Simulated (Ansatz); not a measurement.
# Binding across the interface in twisted silicene bilayer, 5.09° (508 atoms): runs compared

How much energy holds the two parts of twisted silicene bilayer, 5.09° (508 atoms) together, how does it fall off with distance, and how much does it hang on the functional?

Computed with Ansatz 0.2.0: Kohn-Sham DFT, PBE+D4, PAW (set soft_1), plane waves.

### Step 1. The cell as built

The cell holds 508 atoms: 508 Si. Cell: a = 43.500 Å, b = 43.500 Å, c = 20.140 Å, α = 90.0°, β = 90.0°, γ = 120.0°. It derives from Si (silicene). Silicene (a = 3.86 Å) under silicene (a = 3.86 Å), bilayer, commensurate cell of 127 unit cells a layer, twist 5.09 deg; facing planes 3.26 Å apart; 16 Å of vacuum; layers as built, displaced by a Gaussian of 0.01 Å. Regions: layer 1, 254 atoms (254 Si); layer 2, 254 atoms (254 Si). Vacuum lies along c.

What the set-up can't give: Only the Γ point is sampled, in a cell whose shortest periodic width is 38 Å.

### Step 2. The reference run

The reference is a single point at the end of the relaxation.

The parts (lower: layer 1 and upper: layer 2) keep their atoms where they stand in it, and shifted cells move the upper part rigidly.

Its input, with most atom lines left out:

```yaml
crystal:
  lattice:
    - [43.5, 0.0, 0.0]
    - [-21.75, 37.67211, 0.0]
    - [0.0, 0.0, 20.14]
  atoms:
    - { symbol: Si, position: [0.05882, 0.90456, 0.45784] }
    - { symbol: Si, position: [0.05992, 0.85391, 0.4187] }
    - { symbol: Si, position: [0.10574, 0.00651, 0.45117] }
    - { symbol: Si, position: [0.10823, 0.95605, 0.41377] }
    - { symbol: Si, position: [0.06186, 0.75349, 0.40663] }
    - { symbol: Si, position: [0.06038, 0.70311, 0.45058] }
    - { symbol: Si, position: [0.11293, 0.85657, 0.45473] }
    [... atom lines 8 to 508 left out ...]
kpoints:
  mp_grid: { grid: [1, 1, 1] }
hamiltonian:
  xc: pbe
  dispersion: d4
  pseudopotentials: { kind: paw, azcp: { folder: soft_1 } }
scf:
  occupations: { method: fermi_dirac, width: 0.025 }
output:
  forces: true
  populations: true
  dos:
    method: { smearing: { sigma: 0.08 } }
    de: 0.1
    projected: { site_lists: { Si: [Si] } }
  eigenvalues: true
  write_density: true
  write_potential: true
  volumetric_format: npy
  elf: true
```

| Quantity | Value |
| --- | --- |
| free energy per atom | -635.6031 eV/atom |
| r.m.s. force component | 0.00998 eV/Å |

No gap is quoted, since levels at the Fermi energy are partly filled.

### Step 3. The runs

Each row is one run, on 1 × NVIDIA GB200 with 32 threads of Arm Neoverse V2, shared host. The free energy is the program's total, comparable only between runs with the same functional, potentials and atoms, or as a whole against its parts.

```tsv
run	atoms	outcome	ionic steps, all passes	free energy (eV)	time	host memory (GiB)	planned on the GPU (GiB)
Single point at the start	508	converged	-	-322827.192	17 s	5.8	111
Relaxation	508	stopped at the step limit	120	-322886.377	18 min	6.4	-
Single point at the relaxed geometry	508	converged	-	-322886.376	35 s	12	112
The lower part alone	254	converged	-	-161354.454	16 s	6.8	64
The upper part alone	254	converged	-	-161353.844	15 s	6.8	64
Upper part moved by +0.3 Å	508	converged	-	-322863.085	21 s	5.6	112
Upper part moved by -0.3 Å	508	converged	-	-322843.644	22 s	5.7	112
Upper part moved by +0.8 Å	508	converged	-	-322807.126	19 s	5.8	112
Upper part moved by +1.6 Å	508	converged	-	-322745.271	20 s	5.7	112
Upper part moved by +3 Å	508	converged	-	-322716.889	20 s	5.7	112
Whole cell, LDA	508	converged	-	-308914.286	16 s	5.4	111
Lower part, LDA	254	converged	-	-154366.488	7.5 s	5.1	64
Upper part, LDA	254	converged	-	-154365.830	7.6 s	5.4	64
Whole cell, r2SCAN+D4	508	converged	-	-324403.561	35 s	7.8	151
Lower part, r2SCAN+D4	254	converged	-	-162116.606	18 s	7.7	93
Upper part, r2SCAN+D4	254	converged	-	-162115.801	18 s	7.6	93
```

In some runs the program notes that the dispersion model switches parameters near this geometry and the exchange-correlation potential is rough where the density is thin.

### Step 4. Interaction energy

Whole cell less its two parts, each frozen at the geometry of the whole and solved in the same cell with the same functional, so that energy zeros cancel. The upper part is 'layer 2' and the lower part 'layer 1'. The nearest atoms of the two parts stand 2.34 Å apart. The face is 1639 Å².

```tsv
functional	interaction energy (eV)	of it, the added dispersion term (eV)	per area (meV/Å²)	per area (J/m²)	per atom of the upper part (meV)
PBE+D4	-178.079	-34.988	-108.7	-1.74	-701.1
LDA	-181.968	-	-111.0	-1.78	-716.4
r2SCAN+D4	-171.155	-13.908	-104.4	-1.67	-673.8
```

### Step 5. Energy against separation

The upper part is moved rigidly along the normal from its place in the reference.

```tsv
shift (Å)	energy change (eV)	per area (meV/Å²)	share of the binding lost (%)
-0.3	42.733	26.08	-
+0.0	0.000	0.00	-
+0.3	23.292	14.21	13
+0.8	79.250	48.36	45
+1.6	141.105	86.11	79
+3.0	169.487	103.43	95
```

### Step 6. Levels of whole and parts

```tsv
cell	level spacing (eV)	vacuum level at the upper face, over the highest filled level, or over E_F where no gap is given (eV)	moment (μB)
whole	-	4.68	no spin
lower part	-	4.62	no spin
upper part	-	4.57	no spin
```

A dash marks a cell without a clear gap, or without a flat potential in the vacuum.

### Step 7. Outcome

The parts bind with 108.7 meV/Å² (178 eV for the cell) at the level PBE+D4, far more than van der Waals binding between intact sheets, and bonds of chemical length cross the interface. The added dispersion term contributes -34.988 eV, the functional itself -143.091 eV. At this one geometry the functionals range from -111.0 (LDA) to -104.4 meV/Å² (r2SCAN+D4). The curvature over ±0.3 Å is 7.2×10²⁰ N/m³, and the energy rises faster on the near side. At +3.0 Å, 95 % of the binding is lost; the shift also narrows the vacuum to the periodic image.

Caveats: The functionals run at their own default cutoffs. The parts are frozen, so the energy of their deformation isn't counted. The relaxation stopped at its limit, so the geometry called relaxed here isn't at a minimum. No correction is made for dipoles across the vacuum, and the parts also feel their periodic images through it. The program warns that the dispersion model switches its C6 values near this geometry, which can put artefacts into forces and pressure.

The DFT runs together took 22 min of wall time.

[Logs are printed without paths, hosts, clocks, repeated set-up lines and the standing remarks that a program may print on its own settings, such as how far it seeks lower states.]

[Hosts, paths, dates, database ids (printed as entryN), source tags and the programs' standing remarks are cut or masked in the printed files.]
